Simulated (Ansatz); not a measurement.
# MgBe2 (built on the sites of a database entry of Ba2Cd): from the cell to its phonons

Task: relax MgBe2 (built on the sites of a database entry of Ba2Cd), then find its harmonic phonons.

Method: DFT PBEsol, scalar-relativistic, plane waves, PAW, in Ansatz 0.2.0.

The structure was built from a prototype and need not be the compound's stable phase.

## Step 1: Set-up

The structure is tetragonal, space group I4/mmm (No. 139). The conventional cell has a = 2.781 Å, b = 2.781 Å, c = 9.896 Å, α = 90.00°, β = 90.00°, γ = 90.00°. Be has 4 Mg at 2.35 Å nearest. Nearest to Mg lie 8 Be at 2.35 Å. Farther neighbours are not listed.

## Step 2: Rough relaxation

The start is far from rest, so a relaxation with loose tolerances brings it close first.

Input file input.yaml:

```yaml
crystal:
  lattice:
    - [-1.39063, 1.39063, 4.94795]
    - [1.39063, -1.39063, 4.94795]
    - [1.39063, 1.39063, -4.94795]
  atoms:
    - { symbol: Be, position: [0.37, 0.37, 0.0] }
    - { symbol: Be, position: [0.63, 0.63, 0.0] }
    - { symbol: Mg, position: [0.0, 0.0, 0.0] }
kpoints:
  mp_grid: { grid: [10, 10, 10] }
hamiltonian:
  xc: pbesol
scf:
  occupations: { method: gaussian, width: 0.1 }
output:
  forces: true
  stress: true
  eigenvalues: true
relax:
  adjacent_minimum: "off"
  f_tol: 0.05
  max_steps: 80
  cell: { stress_tol: 0.5 }
```

On the command line:

```
$ ansatz run input.yaml --threads 4 --pin off --max-ram 7168MiB --backend cpu --events-out ev --progress --plain --runs-dir out
```

Numbers of over 12 decimals in the logs are rounded to 6 here.

The log of the run:

```text
The last accepted step is kept in <dir> (removed where the run ends without a failure and the disk answers)
[...]
F+E_penalty+E_count = -2091.83123721 eV   max|allowed force component| = 1.504e-2 eV/Å   (the final SCF, on the basis selected at the relaxed cell)
  cell:  # Å, volume = 36.1781 Å³
    - [-1.381564, 1.381564, 4.738525]
    - [1.381564, -1.381564, 4.738525]
    - [1.381564, 1.381564, -4.738525]
  atoms:
    - { symbol: Be, position: [0.302297, 0.302297, 0] }
    - { symbol: Be, position: [0.697703, 0.697703, 0] }
    - { symbol: Mg, position: [3.2722142387150634e-18, 3.2722142387150634e-18, 0] }
[key lines of the parts left out:]
SCF converged after 3 iterations
Free energy (F): -2091.831237 eV
Fermi energy:    7.298265 eV
P = ⅓ Tr σ = 0.2073 GPa (2.073 kbar)
```

Run time: 5.3 s. Hardware: 4 threads of Arm Neoverse V2, shared host; peak memory 0.34 GiB.

Relaxation path:

| step | energy less that of the first step (eV) | largest force component (eV/Å) | pressure (GPa) | volume (Å³) |
| --- | --- | --- | --- | --- |
| 1 | 0.0000 | 2.5137 | 12.81 | 38.27 |
| 2 | -0.9924 | 2.2836 | 3.91 | 38.05 |
| 3 | -1.7718 | 1.7461 | -0.55 | 37.32 |
| 4 | -2.2437 | 0.6618 | -0.17 | 36.14 |
| 5 | -2.2880 | 0.3174 | 1.71 | 35.71 |
| 6 | -2.3022 | 0.0150 | 0.21 | 36.18 |
| 7* | -2.3021 | 0.0150 | 0.21 | 36.18 |

Relaxation steps marked * repeat the geometry before them on a plane-wave basis chosen anew for their cell, so energy and pressure can jump there.

The run keeps the 16 symmetry operations that it works with, so distortions that break them were not tested.

| conventional cell, symmetrised | before | after | change |
| --- | --- | --- | --- |
| a (Å) | 2.781 | 2.763 | -0.7 % |
| b (Å) | 2.781 | 2.763 | -0.7 % |
| c (Å) | 9.896 | 9.477 | -4.2 % |
| volume (Å³/atom) | 12.76 | 12.06 | -5.5 % |

The atoms that moved most (Å, as changes of fractional coordinates times the final cell):

| atom | dx | dy | dz | length |
| --- | --- | --- | --- | --- |
| Be1 | 0.000 | 0.000 | -0.642 | 0.642 |
| Be2 | 0.000 | 0.000 | 0.642 | 0.642 |

Final coordinates:

```xyz
3
Lattice="-1.3816 1.3816 4.7385 1.3816 -1.3816 4.7385 1.3816 1.3816 -4.7385" Properties=species:S:1:pos:R:3 pbc="T T T"
Be    0.0000    0.0000    2.8649
Be    0.0000    0.0000    6.6122
Mg    0.0000    0.0000    0.0000
```

Numbers from this step:

```
pressure          : 0.2073 GPa
volume per atom   : 12.06 Å³
gap on the k-mesh : 0 eV
```

In this step the volume went from 12.76 to 12.06 Å³/atom.

## Step 3: Bringing the structure to rest

The cell and atoms are relaxed, since residual forces and stress would shift the frequencies.

Input file input.yaml:

```yaml
crystal:
  lattice:
    - [-1.3815640694, 1.3815640694, 4.7385251679]
    - [1.3815640694, -1.3815640694, 4.7385251679]
    - [1.3815640694, 1.3815640694, -4.7385251679]
  atoms:
    - { symbol: Be, position: [0.3022969095, 0.3022969095, 0.0] }
    - { symbol: Be, position: [0.6977030905, 0.6977030905, 0.0] }
    - { symbol: Mg, position: [0.0, 0.0, 0.0] }
kpoints:
  mp_grid: { grid: [18, 18, 18] }
hamiltonian:
  xc: pbesol
scf:
  occupations: { method: gaussian, width: 0.1 }
output:
  forces: true
  stress: true
  eigenvalues: true
  write_density: true
  write_potential: true
  elf: true
  volumetric_format: npy
relax:
  adjacent_minimum: "off"
  f_tol: 0.005
  max_steps: 80
  cell: { stress_tol: 0.05 }
```

The log of the run:

```text
[...]
Crystal: 3 atoms, lattice volume = 36.178 Å³
Basis set: ecut = 420 eV, 723 PW (Γ), FFT grids on a1−a2, a2, a1+a3, exchange–correlation on 54×72×40 points (8 copies of the dense FFT grid, shifted against one another)
Bands: 11, of which v1, the nominal top of the filled ones, is band 7 counted from 1 (6 counted from 0)
Symmetry: 16 space group operations
[...]
k-points: 480 of 5832
[...]
SCF iter   1: F=—  HF=-2091.820762 eV  |F-HF|=—  |Δ(HF+E_count)|=         —  Δρ=2.83e-3  dr2=2.33e-3  ethr=1.77e-3  ⟨swp⟩=5.7  Hψ=33666  notcnv=0
[...]
SCF iter   6: F=-2091.819368 eV  HF=-2091.819368 eV  |F-HF|=6.40e-10  |Δ(HF+E_count)|=   3.20e-8  Δρ=1.36e-6  dr2=4.64e-10  ethr=6.32e-10  ⟨swp⟩=5.8  Hψ=26013  notcnv=0
SCF 1 converged in 6 iterations: F = -2091.819368 eV  dr2 = 4.64e-10
[...]
relax step   1: F+E_penalty+E_count = -2091.81936818 eV  Δ(F+E_penalty+E_count) = +0.000e0 eV  max|allowed force component| = 3.215e-2 eV/Å  Δτ_max = 0.0000 Å  P = +0.209 GPa  Ω = 36.178 Å³  (6 SCF iters, dr2 threshold 1.00e-7 eV, accepted)
Crystal: 3 atoms, lattice volume = 36.333 Å³
[...]
SCF iter   4: F=-2091.819691 eV  HF=-2091.819691 eV  |F-HF|=3.01e-9  |Δ(HF+E_count)|=   3.86e-7  Δρ=5.39e-6  dr2=4.01e-9  ethr=2.14e-9  ⟨swp⟩=6.1  Hψ=28940  notcnv=0
SCF 2 converged in 4 iterations: F = -2091.819691 eV  dr2 = 4.01e-9
relax step   2: F+E_penalty+E_count = -2091.81969096 eV  Δ(F+E_penalty+E_count) = -3.228e-4 eV  max|allowed force component| = 1.024e-3 eV/Å  Δτ_max = 0.0041 Å  P = -0.059 GPa  Ω = 36.333 Å³  energy of the carried Pulay correction = -1.232e-5 eV  (4 SCF iters, dr2 threshold 3.00e-7 eV, accepted)
Crystal: 3 atoms, lattice volume = 36.311 Å³
[...]
SCF iter   3: F=-2091.819700 eV  HF=-2091.819700 eV  |F-HF|=4.48e-9  |Δ(HF+E_count)|=   4.61e-8  Δρ=5.84e-6  dr2=1.14e-8  ethr=1.11e-10  ⟨swp⟩=5.7  Hψ=26943  notcnv=0
SCF 3 converged in 3 iterations: F = -2091.819700 eV  dr2 = 1.14e-8
relax step   3: F+E_penalty+E_count = -2091.81970011 eV  Δ(F+E_penalty+E_count) = -9.156e-6 eV  max|allowed force component| = 7.257e-5 eV/Å  Δτ_max = 0.0000 Å  P = -0.009 GPa  Ω = 36.311 Å³  energy of the carried Pulay correction = -1.056e-5 eV  (3 SCF iters, dr2 threshold 1.55e-8 eV, accepted)
[...]
SCF iter   4: F=-2091.819711 eV  HF=-2091.819711 eV  |F-HF|=6.37e-12  |Δ(HF+E_count)|=  4.61e-10  Δρ=2.12e-7  dr2=1.77e-11  ethr=1.00e-12  ⟨swp⟩=4.8  Hψ=22464  notcnv=0
SCF 4 converged in 4 iterations: F = -2091.819711 eV  dr2 = 1.77e-11
relax step   4: F+E_penalty+E_count = -2091.81971137 eV  Δ(F+E_penalty+E_count) = -1.126e-5 eV  max|allowed force component| = 5.616e-5 eV/Å  Δτ_max = 0.0000 Å  P = -0.008 GPa  Ω = 36.311 Å³  stress off target by 1.32e-2 GPa  SCF on the basis re-selected at this cell (its energy is not comparable with the rows above)  (4 SCF iters)
basis re-selected at this cell: Δ(F+E_penalty+E_count) = -1.126e-5 eV, ΔP = +0.001 GPa vs the last step (what re-selecting the basis moved, of the pressure what is left beyond the Pulay correction that the steps carried, after the strain that the cell walked since its last selection, with what the two solves' SCF thresholds leave and, on support functions, any second-order correction that the steps lacked; it is no m [...]
SCF converged after 4 iterations
Free energy (F): -2091.819711 eV
[...]
Internal energy: -2091.815741 eV  (E = F + TS)
E sigma→0 (E₀):  -2091.817726 eV
Entropy (-TS):   -0.003970 eV (-1.323 meV/atom)
Fermi energy:    7.245657 eV
[...]
--- Forces (eV/Å), atoms counted from 1 ---
  atom   1  Be     0.00000000     0.00000000    -0.00005616
  atom   2  Be     0.00000000     0.00000000     0.00005616
  atom   3  Mg     0.00000000     0.00000000    -0.00000000
  max |Σ_I F_I| component: 3.47e-18 eV/Å
--- Stress (GPa, compression-positive) ---
       -0.013227       0.000000       0.000000
        0.000000      -0.013227       0.000000
        0.000000       0.000000       0.001002
  P = ⅓ Tr σ = -0.0085 GPa (-0.085 kbar)
--- Band table (eV; the first three rows and the last of 480) ---
  k-point 0: bands = [... 3 lower, -35.0409, -2.1539, 3.3685, 3.9611, 12.0089, 12.0089, 16.8092, 17.3605]
  k-point 1: bands = [... 3 lower, -35.0431, -2.0516, 3.4651, 4.0584, 11.4074, 11.8757, 15.3287, 16.6692]
  k-point 2: bands = [... 3 lower, -35.0494, -1.7458, 3.7549, 4.3476, 10.1718, 11.5351, 13.7746, 15.4900]
  k-point 479: bands = [... 3 lower, -35.0409, -1.0978, -0.2104, 9.7161, 11.6200, 11.8385, 11.8385, 15.5969]
--- Relaxed structure (3 steps of the walk, 3 accepted, 1 SCFs on fresh bases) ---
[...]
cell:  # Å, volume = 36.3112 Å³
    - [-1.381327, 1.381327, 4.757600]
    - [1.381327, -1.381327, 4.757600]
    - [1.381327, 1.381327, -4.757600]
  atoms:
    - { symbol: Be, position: [0.301868, 0.301868, 0] }
    - { symbol: Be, position: [0.698132, 0.698132, 0] }
    - { symbol: Mg, position: [0, 0, 0] }
```

The job ended after 13 s (4 threads; peak memory 0.5 GiB).

Step by step:

| step | energy less that of the first step (eV) | largest force component (eV/Å) | pressure (GPa) | volume (Å³) |
| --- | --- | --- | --- | --- |
| 1 | 0.0000 | 0.0321 | 0.21 | 36.18 |
| 2 | -0.0003 | 0.0010 | -0.06 | 36.33 |
| 3 | -0.0003 | 0.0001 | -0.01 | 36.31 |
| 4* | -0.0003 | 0.0001 | -0.01 | 36.31 |

Relaxation steps marked * repeat the geometry before them on a plane-wave basis chosen anew for their cell, so energy and pressure can jump there.

The run keeps the 16 symmetry operations that it works with, so distortions that break them were not tested.

| conventional cell, symmetrised | before | after | change |
| --- | --- | --- | --- |
| a (Å) | 2.763 | 2.763 | -0.0 % |
| b (Å) | 2.763 | 2.763 | -0.0 % |
| c (Å) | 9.477 | 9.515 | +0.4 % |
| volume (Å³/atom) | 12.06 | 12.10 | +0.4 % |

Final coordinates:

```xyz
3
Lattice="-1.3813 1.3813 4.7576 1.3813 -1.3813 4.7576 1.3813 1.3813 -4.7576" Properties=species:S:1:pos:R:3 pbc="T T T"
Be    0.0000    0.0000    2.8723
Be    0.0000    0.0000    6.6429
Mg    0.0000    0.0000    0.0000
```

This step gave:

| Quantity | Value |
| --- | --- |
| pressure | -0.008484 GPa |
| volume per atom | 12.10 Å³ |

Valence density in the ac plane of the conventional cell at fractional y = 0.000, with atoms of Be and Mg within 0.2 Å of it. It is the smooth field of the valence electrons, not physical close to the nuclei.

Ten steps, logarithmic in the rise over the least value, from '0' (0 e/Å³) to '9' (25 e/Å³), each cell a mean:
```
98630000001468
43200000000123
00000000000000
00000000000000
00000000000000
00111111111110
00011111111100
00001000001000
00000000000000
00000000000000
00000000000000
00000000000000
00000000000000
00000000000000
00000000000000
00000000000000
00011100011000
00111111111100
00111111111110
00000000000000
00000000000000
10000000000000
65410000000246
99741000001579
```
Columns run along a (2.8 Å), rows up along c (9.5 Å), edges of the conventional cell, whose origin can differ from the input's. Atoms in or near the plane, at fractional coordinates: Be at (0.00, 0.30), Be at (0.00, 0.70), Mg at (0.00, 0.00).

Electrostatic potential energy in the ac plane of the conventional cell at fractional y = 0.000, with atoms of Be and Mg within 0.2 Å of it. With pseudopotentials it is smooth inside the atoms' cores, unlike the true potential.

Values in eV, 24 rows by 14 columns, each cell a mean:
```
-45 -44 -37 -17  -3   2   5   5   4   1  -6 -22 -39 -45
-19 -15  -8  -2   3   5   7   7   6   5   2  -3 -10 -16
  3   3   4   6   7   8   8   8   8   8   7   5   4   3
  7   8   8   8   9   9   9   9   9   9   8   8   8   7
  5   5   6   7   8   8   9   9   9   8   8   7   6   5
-13 -10  -4   2   5   7   8   9   8   7   5   1  -5 -11
-41 -36 -24  -9   2   6   8   9   8   5   0 -13 -27 -37
-42 -36 -25 -10   2   6   8   9   8   5   0 -13 -27 -38
-16 -13  -6   1   5   7   8   9   8   7   4  -1  -8 -14
  5   5   6   7   7   8   8   8   8   8   7   6   6   5
  9   9   8   8   7   7   6   6   7   7   8   8   8   9
  9   9   9   8   7   6   5   5   5   6   7   8   9   9
  9   9   9   8   7   6   6   5   6   6   7   8   9   9
  7   8   8   8   8   7   7   7   7   7   8   8   8   8
 -1   1   3   5   7   8   8   8   8   8   6   5   2   0
-29 -25 -15  -4   4   7   8   9   8   6   2  -6 -17 -26
-46 -40 -28 -12   1   6   8   9   8   5  -1 -16 -30 -42
-31 -26 -17  -4   3   6   8   9   8   6   2  -7 -19 -28
 -2   0   2   5   7   8   8   9   8   8   6   4   2  -1
  7   7   7   8   8   9   9   9   9   9   8   8   7   7
  6   7   7   8   8   9   9   9   9   8   8   8   7   7
 -3  -1   1   3   5   7   8   8   8   7   5   3   0  -2
-35 -31 -20  -7   0   4   6   6   5   3  -1 -10 -23 -32
-46 -46 -44 -22  -5   1   4   5   4   0  -8 -29 -45 -46
```
Columns run along a (2.8 Å; values clipped at the 3rd and 97th percentile), rows up along c (9.5 Å), edges of the conventional cell, whose origin can differ from the input's. Atoms in or near the plane, at fractional coordinates: Be at (0.00, 0.30), Be at (0.00, 0.70), Mg at (0.00, 0.00).

ELF in the ac plane of the conventional cell at fractional y = 0.000, with atoms of Be and Mg within 0.2 Å of it. It is the smooth field of the valence electrons, not physical close to the nuclei.

Ten even steps from '0' (0.00) to '9' (0.73), each cell a mean:
```
44421145311344
32212456531122
12235677765322
55667888877665
56778999998766
23579999998753
00158999997410
00147889886310
33467888877643
88888777778888
99987666677899
99887655567889
99887655567899
99987766678899
67778777778776
11357888886421
00147899986300
01368999998521
45689999998765
66678889888766
44456778776544
11123567653211
44311256421234
34531135311454
```
Columns run along a (2.8 Å), rows up along c (9.5 Å), edges of the conventional cell, whose origin can differ from the input's. Atoms in or near the plane, at fractional coordinates: Be at (0.00, 0.30), Be at (0.00, 0.70), Mg at (0.00, 0.00).

In this step the volume went from 12.06 to 12.10 Å³/atom.

(Continued in part 2 of 3.)

[Logs are printed without paths, hosts, clocks, repeated set-up lines and the standing remarks that a program may print on its own settings, such as how far it seeks lower states.]

[Hosts, paths, dates, database ids (printed as entryN), source tags and the programs' standing remarks are cut or masked in the printed files.]
